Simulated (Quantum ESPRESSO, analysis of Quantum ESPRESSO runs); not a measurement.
# Interstitial H in fcc Al, hop from a tetrahedral to the next octahedral site: migration barrier against experiment (Quantum ESPRESSO), part 2 of 3

How near does this set-up come to the measured migration barrier? Subject: interstitial H in fcc Al, hop from a tetrahedral to the next octahedral site. Set-up: PBE, GBRV 1.5 PBE, cutoffs x 0.85, 32-site cell, PBE lattice, k: 3x3x3. The model is a cell of 32 host atoms with 1 H put in. The barrier is the energy of the highest image of a climbing band over the relaxed site that the atom leaves. This set-up takes another basis size than the usual one.

Quantum ESPRESSO 7.5; PBE, GBRV 1.5 PBE, cutoffs x 0.85, 32-site cell, PBE lattice, k: 3x3x3.

So far: The starting structure; Relaxation, charge 0.

## 3. Relaxation, charge 0

Level of this step: Quantum ESPRESSO plane-wave DFT, PBE, GBRV 1.5 PBE potentials; relaxation of all atoms of a defect supercell (Quantum ESPRESSO).

The other end of the jump is relaxed alike.

The input, pw.in:

```
&CONTROL
  calculation = 'relax'
  prefix = 'pwscf'
  outdir = './tmp'
  pseudo_dir = './pseudo'
  tprnfor = .true.
  disk_io = 'low'
  nstep = 70
  forc_conv_thr = 0.00078
  etot_conv_thr = 0.0001
/
&SYSTEM
  ibrav = 0
  nat = 33
  ntyp = 2
  ecutwfc = 38
  ecutrho = 306
  nbnd = 63
  occupations = 'smearing'
  smearing = 'mv'
  degauss = 0.00734986
/
&ELECTRONS
  conv_thr = 3d-08
  electron_maxstep = 100
  mixing_beta = 0.5
/
&IONS
  ion_dynamics = 'bfgs'
/
ATOMIC_SPECIES
Al    26.9815 al_pbe_v1.uspp.F.UPF
H      1.0080 h_pbe_v1.4.uspp.F.UPF
CELL_PARAMETERS angstrom
   8.0810420189    0.0000000000    0.0000000000
   0.0000000000    8.0810420189    0.0000000000
   0.0000000000    0.0000000000    8.0810420189
ATOMIC_POSITIONS crystal
Al     0.0000000000    0.0000000000    0.0000000000
Al     0.0000000000    0.2500000000    0.2500000000
[... 1 atom line left out ...]
Al     0.2500000000    0.2500000000    0.0000000000
[... 3 atom lines left out ...]
Al     0.2500000000    0.2500000000    0.5000000000
[... 2 atom lines left out ...]
Al     0.2500000000    0.5000000000    0.2500000000
[... 3 atom lines left out ...]
Al     0.2500000000    0.5000000000    0.7500000000
Al     0.2500000000    0.7500000000    0.5000000000
[... 1 atom line left out ...]
Al     0.5000000000    0.2500000000    0.2500000000
[... 3 atom lines left out ...]
Al     0.5000000000    0.2500000000    0.7500000000
[... 1 atom line left out ...]
Al     0.7500000000    0.2500000000    0.5000000000
[... 1 atom line left out ...]
Al     0.5000000000    0.7500000000    0.2500000000
Al     0.7500000000    0.5000000000    0.2500000000
[... 1 atom line left out ...]
Al     0.5000000000    0.5000000000    0.5000000000
[... 3 atom lines left out ...]
H      0.2500000000    0.2500000000    0.2500000000
K_POINTS automatic
3 3 3 0 0 0
```

Launch:

```sh
$ OMP_NUM_THREADS=1 mpirun -n 4 pw.x -nk 4 -in pw.in > pw.out
```

The program printed:

```text
[banner, memory and clock lines left out]
          URL

     Message from routine setup:
     using ibrav=0 with symmetry is DISCOURAGED, use correct ibrav instead

     G-vector sticks info

     bravais-lattice index     =            0
     lattice parameter (alat)  =      15.2710  a.u.
     unit-cell volume          =    3561.2191 (a.u.)^3
     number of atoms/cell      =           33
     number of atomic types    =            2
     number of electrons       =        97.00
     number of Kohn-Sham states=           63
     kinetic-energy cutoff     =      38.0000  Ry
     charge density cutoff     =     306.0000  Ry
     scf convergence threshold =      3.0E-08
     mixing beta               =       0.5000
     number of iterations used =            8  plain     mixing
     energy convergence thresh.=      1.0E-04
     force convergence thresh. =      7.8E-04
     Exchange-correlation=  SLA  PW   PBX  PBC
                           (   1   4   3   4   0   0   0)
     nstep                     =           70

     celldm(1)=  15.270956  celldm(2)=   0.000000  celldm(3)=   0.000000
     celldm(4)=   0.000000  celldm(5)=   0.000000  celldm(6)=   0.000000

     crystal axes: (cart. coord. in units of alat)
               a(1) = (   1.000000   0.000000   0.000000 )
               a(2) = (   0.000000   1.000000   0.000000 )
               a(3) = (   0.000000   0.000000   1.000000 )

     reciprocal axes: (cart. coord. in units 2 pi/alat)
               b(1) = (  1.000000  0.000000  0.000000 )
               b(2) = (  0.000000  1.000000  0.000000 )
               b(3) = (  0.000000  0.000000  1.000000 )

     PseudoPot. # 1 for Al read from file:
     al_pbe_v1.uspp.F.UPF
     Pseudo is Ultrasoft + core correction, Zval =  3.0
     Generated by new atomic code, or converted to UPF format
     Using radial grid of  893 points,  3 beta functions with:
                l(1) =   0
                l(2) =   1
                l(3) =   2
     Q(r) pseudized with  8 coefficients,  rinner =    0.900   0.900   0.900
                                                       0.900   0.900

     PseudoPot. # 2 for H  read from file:
     h_pbe_v1.4.uspp.F.UPF
     Pseudo is Ultrasoft, Zval =  1.0
     Generated by new atomic code, or converted to UPF format
     Using radial grid of  615 points,  2 beta functions with:
                l(1) =   0
                l(2) =   0
     Q(r) pseudized with  8 coefficients,  rinner =    0.700

     atomic species   valence    mass     pseudopotential
     Al                3.00    26.98150     Al( 1.00)
     H                 1.00     1.00800     H ( 1.00)

     48 Sym. Ops., with inversion, found (42 have fractional translation)

   Cartesian axes

     site n.     atom                  positions (alat units)
         1        Al     tau(   1) = (   0.0000000   0.0000000   0.0000000  )
         2        Al     tau(   2) = (   0.0000000   0.2500000   0.2500000  )
         3        Al     tau(   3) = (   0.2500000   0.0000000   0.2500000  )
         4        Al     tau(   4) = (   0.2500000   0.2500000   0.0000000  )
         5        Al     tau(   5) = (   0.0000000   0.0000000   0.5000000  )
         6        Al     tau(   6) = (   0.0000000   0.2500000   0.7500000  )
         7        Al     tau(   7) = (   0.2500000   0.0000000   0.7500000  )
         8        Al     tau(   8) = (   0.2500000   0.2500000   0.5000000  )
         9        Al     tau(   9) = (   0.0000000   0.5000000   0.0000000  )
        10        Al     tau(  10) = (   0.0000000   0.7500000   0.2500000  )
        11        Al     tau(  11) = (   0.2500000   0.5000000   0.2500000  )
        12        Al     tau(  12) = (   0.2500000   0.7500000   0.0000000  )
        13        Al     tau(  13) = (   0.0000000   0.5000000   0.5000000  )
        14        Al     tau(  14) = (   0.0000000   0.7500000   0.7500000  )
        15        Al     tau(  15) = (   0.2500000   0.5000000   0.7500000  )
        16        Al     tau(  16) = (   0.2500000   0.7500000   0.5000000  )
[...]
25        Al     tau(  25) = (   0.5000000   0.5000000   0.0000000  )
        26        Al     tau(  26) = (   0.5000000   0.7500000   0.2500000  )
        27        Al     tau(  27) = (   0.7500000   0.5000000   0.2500000  )
        28        Al     tau(  28) = (   0.7500000   0.7500000   0.0000000  )
        29        Al     tau(  29) = (   0.5000000   0.5000000   0.5000000  )
        30        Al     tau(  30) = (   0.5000000   0.7500000   0.7500000  )
        31        Al     tau(  31) = (   0.7500000   0.5000000   0.7500000  )
        32        Al     tau(  32) = (   0.7500000   0.7500000   0.5000000  )
        33        H      tau(  33) = (   0.2500000   0.2500000   0.2500000  )

     number of k points=     4  Marzari-Vanderbilt smearing, width (Ry)=  0.0073
                       cart. coord. in units 2pi/alat
        k(    1) = (   0.0000000   0.0000000   0.0000000), wk =   0.0740741
        k(    2) = (   0.0000000   0.0000000   0.3333333), wk =   0.4444444
        k(    3) = (   0.0000000   0.3333333   0.3333333), wk =   0.8888889
        k(    4) = (   0.3333333   0.3333333   0.3333333), wk =   0.5925926

     Dense  grid:   321781 G-vectors     FFT dimensions: (  90,  90,  90)

     Smooth grid:   112451 G-vectors     FFT dimensions: (  60,  60,  60)

     Initial potential from superposition of free atoms

     starting charge      96.9211, renormalised to      97.0000
     Starting wfcs are  129 randomized atomic wfcs

     Self-consistent Calculation

     iteration #  1     ecut=    38.00 Ry     beta= 0.50
     Davidson diagonalization with overlap
     ethr =  1.00E-02,  avg # of iterations =  3.0

     Threshold (ethr) on eigenvalues was too large:
     Diagonalizing with lowered threshold

     Davidson diagonalization with overlap
     ethr =  2.27E-04,  avg # of iterations =  4.2

     total energy              =    -215.80308871 Ry
     estimated scf accuracy    <       0.23575164 Ry

     iteration #  2     ecut=    38.00 Ry     beta= 0.50
     Davidson diagonalization with overlap
     ethr =  2.43E-04,  avg # of iterations =  2.0
     Minimization algorithm failed to find Fermi energy: reverting to bisection
     Possible cause: smearing is larger than the electronic band-gap.

     total energy              =    -215.79311197 Ry
     estimated scf accuracy    <       0.06795309 Ry

     iteration #  3     ecut=    38.00 Ry     beta= 0.50
     Davidson diagonalization with overlap
     ethr =  7.01E-05,  avg # of iterations =  5.0
[...]
hartree contribution      =       0.57983538 Ry
     xc contribution           =    -138.20480921 Ry
     ewald contribution        =    -174.15202889 Ry

     convergence has been achieved in   8 iterations

     Forces acting on atoms (cartesian axes, Ry/au):

[...]
Total force =     0.003535     Total SCF correction =     0.000005
     Energy error            =      4.9E-05 Ry
     Gradient error          =      8.6E-04 Ry/Bohr

     number of scf cycles    =   7
     number of bfgs steps    =   6

     energy             old  =    -215.8094079526 Ry
     energy             new  =    -215.8094564862 Ry

     CASE: energy            _new < energy            _old

     new trust radius        =       0.0052089056 bohr
     new conv_thr            =       0.0000000003 Ry

ATOMIC_POSITIONS (crystal)
[...]
NEW-OLD atomic charge density approx. for the potential

     Self-consistent Calculation

     iteration #  1     ecut=    38.00 Ry     beta= 0.50
     Davidson diagonalization with overlap
     ethr =  1.00E-06,  avg # of iterations =  2.0
     Minimization algorithm failed to find Fermi energy: reverting to bisection
     Possible cause: smearing is larger than the electronic band-gap.

     Threshold (ethr) on eigenvalues was too large:
     Diagonalizing with lowered threshold

     Davidson diagonalization with overlap
     ethr =  8.57E-09,  avg # of iterations =  4.5
     Minimization algorithm failed to find Fermi energy: reverting to bisection
     Possible cause: smearing is larger than the electronic band-gap.

     total energy              =    -215.80948007 Ry
     estimated scf accuracy    <       0.00002376 Ry

     iteration #  2     ecut=    38.00 Ry     beta= 0.50
     Davidson diagonalization with overlap
     ethr =  2.45E-08,  avg # of iterations =  2.8
     Minimization algorithm failed to find Fermi energy: reverting to bisection
     Possible cause: smearing is larger than the electronic band-gap.

     total energy              =    -215.80948050 Ry
     estimated scf accuracy    <       0.00004422 Ry

     iteration #  3     ecut=    38.00 Ry     beta= 0.50
     Davidson diagonalization with overlap
     ethr =  2.45E-08,  avg # of iterations =  2.2
     Minimization algorithm failed to find Fermi energy: reverting to bisection
     Possible cause: smearing is larger than the electronic band-gap.

     total energy              =    -215.80948806 Ry
     estimated scf accuracy    <       0.00000736 Ry

     iteration #  4     ecut=    38.00 Ry     beta= 0.50
     Davidson diagonalization with overlap
     ethr =  7.58E-09,  avg # of iterations =  2.0
     Minimization algorithm failed to find Fermi energy: reverting to bisection
     Possible cause: smearing is larger than the electronic band-gap.

     total energy              =    -215.80948893 Ry
     estimated scf accuracy    <       0.00000009 Ry

     iteration #  5     ecut=    38.00 Ry     beta= 0.50
     Davidson diagonalization with overlap
     ethr =  9.67E-11,  avg # of iterations =  4.2
     Minimization algorithm failed to find Fermi energy: reverting to bisection
     Possible cause: smearing is larger than the electronic band-gap.

     total energy              =    -215.80948898 Ry
     estimated scf accuracy    <       0.00000006 Ry

     iteration #  6     ecut=    38.00 Ry     beta= 0.50
     Davidson diagonalization with overlap
     ethr =  6.15E-11,  avg # of iterations =  2.0
     Minimization algorithm failed to find Fermi energy: reverting to bisection
     Possible cause: smearing is larger than the electronic band-gap.

     total energy              =    -215.80948898 Ry
     estimated scf accuracy    <       0.00000001 Ry

     iteration #  7     ecut=    38.00 Ry     beta= 0.50
     Davidson diagonalization with overlap
     ethr =  1.16E-11,  avg # of iterations =  2.5
     Minimization algorithm failed to find Fermi energy: reverting to bisection
     Possible cause: smearing is larger than the electronic band-gap.

     total energy              =    -215.80948898 Ry
     estimated scf accuracy    <          1.4E-09 Ry

     iteration #  8     ecut=    38.00 Ry     beta= 0.50
     Davidson diagonalization with overlap
     ethr =  1.49E-12,  avg # of iterations =  2.2
     Minimization algorithm failed to find Fermi energy: reverting to bisection
     Possible cause: smearing is larger than the electronic band-gap.

     End of self-consistent calculation

          k = 0.0000 0.0000 0.0000 ( 13997 PWs)   bands (ev):

[...]
9.0051   9.1055   9.1055   9.1056   9.1500   9.1500   9.1500

          k = 0.0000 0.0000 0.3333 ( 14090 PWs)   bands (ev):

[...]
8.7685   8.7685   8.8315   9.2677   9.4748   9.5020   9.5020

          k = 0.0000 0.3333 0.3333 ( 14045 PWs)   bands (ev):

[...]
8.1915   8.6473   8.7989   8.8672   8.8677   8.8803   8.9396   8.9397
     8.9671   9.0688   9.4761   9.6146   9.6384   9.6497  10.4383

          k = 0.3333 0.3333 0.3333 ( 14111 PWs)   bands (ev):

    -2.7185  -2.0968  -1.7424  -1.7424  -1.2180  -0.9944  -0.9944  -0.3283
     0.7638   1.2236   1.2236   1.5804   1.9538   1.9538   1.9610   1.9612
     1.9612   2.5146   2.6908   2.6908   3.1926   3.3929   3.3929   3.8182
     4.1055   4.1055   4.1126   4.1142   4.1142   4.5413   4.7051   4.7051
     4.9643   4.9909   4.9909   5.4769   5.5867   5.5867   6.6930   6.9410
     6.9410   6.9678   6.9889   6.9889   7.4960   7.6573   7.6573   7.6798
     7.7056   7.7056   8.3587   8.6599   8.9619   8.9619   9.2930   9.4373
     9.4373   9.5879   9.7610   9.7610   9.8263   9.9913   9.9914

     the Fermi energy is     7.7684 ev

!    total energy              =    -215.80948898 Ry
     estimated scf accuracy    <          2.9E-11 Ry
     smearing contrib. (-TS)   =       0.00248167 Ry
     internal energy E=F+TS    =    -215.81197066 Ry

     The total energy is F=E-TS. E is the sum of the following terms:
     one-electron contribution =      95.96854365 Ry
     hartree contribution      =       0.57816631 Ry
     xc contribution           =    -138.20474823 Ry
     ewald contribution        =    -174.15393239 Ry

     convergence has been achieved in   8 iterations

     Forces acting on atoms (cartesian axes, Ry/au):

[...]
atom   26 type  1   force =     0.00004898   -0.00000000    0.00000000
     atom   27 type  1   force =     0.00000000    0.00004898    0.00000000
     atom   28 type  1   force =     0.00000000    0.00000000   -0.00036901
     atom   29 type  1   force =    -0.00012150   -0.00012150   -0.00012150
     atom   30 type  1   force =     0.00036901    0.00000000    0.00000000
     atom   31 type  1   force =     0.00000000    0.00036901    0.00000000
     atom   32 type  1   force =     0.00000000    0.00000000    0.00036901
     atom   33 type  2   force =     0.00000000    0.00000000    0.00000000

     Total force =     0.001431     Total SCF correction =     0.000007
     Energy error            =      3.2E-05 Ry
     Gradient error          =      3.8E-04 Ry/Bohr

     bfgs converged in   8 scf cycles and   7 bfgs steps
     (criteria: energy <  1.0E-04 Ry, force <  7.8E-04 Ry/Bohr)

     End of BFGS Geometry Optimization

     Final energy             =    -215.8094889837 Ry

     File ./tmp/pwscf.bfgs deleted, as requested
Begin final coordinates

ATOMIC_POSITIONS (crystal)
[...]
Al               0.5013491282        0.7500000000        0.2500000000
Al               0.7500000000        0.5013491282        0.2500000000
Al               0.7500000000        0.7500000000       -0.0007085607
Al               0.4996827836        0.4996827836        0.4996827836
Al               0.5007085607        0.7500000000        0.7500000000
Al               0.7500000000        0.5007085607        0.7500000000
Al               0.7500000000        0.7500000000        0.5007085607
H                0.2500000000        0.2500000000        0.2500000000
End final coordinates
```

Run time: 3.4 min. Hardware: 4 MPI ranks of Arm Neoverse V1, shared host; peak memory 1.6 GiB.

Step by step:

| step | energy less that of the first step (eV) |
| --- | --- |
| 0 | 0.0000 |
| 1 | -0.0162 |
| 2 | -0.0304 |
| 3 | -0.0450 |
| 4 | -0.0529 |
| 5 | -0.0535 |
| 6 | -0.0541 |
| 7 | -0.0546 |

The atoms that moved most (Å):

| atom | dx | dy | dz | length |
| --- | --- | --- | --- | --- |
| Al2 | -0.050 | 0.000 | 0.000 | 0.050 |
| Al3 | 0.000 | -0.050 | 0.000 | 0.050 |
| Al4 | 0.000 | 0.000 | -0.050 | 0.050 |
| Al8 | 0.000 | 0.000 | 0.050 | 0.050 |
| Al11 | 0.000 | 0.050 | 0.000 | 0.050 |
| Al18 | 0.050 | 0.000 | 0.000 | 0.050 |
| Al15 | 0.000 | 0.011 | 0.000 | 0.011 |
| Al16 | 0.000 | 0.000 | 0.011 | 0.011 |

Neighbours of H33 at the end:

| atom | distance (Å) |
| --- | --- |
| Al2 | 2.070 |
| Al4 | 2.070 |
| Al3 | 2.070 |
| Al11 | 2.070 |
| Al18 | 2.070 |
| Al8 | 2.070 |
| Al9 | 3.495 |
| Al13 | 3.495 |
| Al21 | 3.495 |
| Al17 | 3.495 |
| Al29 | 3.495 |
| Al25 | 3.495 |
| Al5 | 3.495 |
| Al1 | 3.495 |

From the first step to the last the energy fell by 0.055 eV, and the largest move was 0.050 Å (Al2 and 5 other atoms alike).

(Part 2 of 3 ends here.)

[Logs are printed without paths, hosts, clocks, repeated set-up lines and the standing remarks that a program may print on its own settings, such as how far it seeks lower states.]

[Hosts, paths, dates, database ids (printed as entryN), source tags and the programs' standing remarks are cut or masked in the printed files.]

[For some hosts the program warned that the k-mesh of the response run may be too coarse for force constants and the static dielectric constant; such warnings are not shown here.]
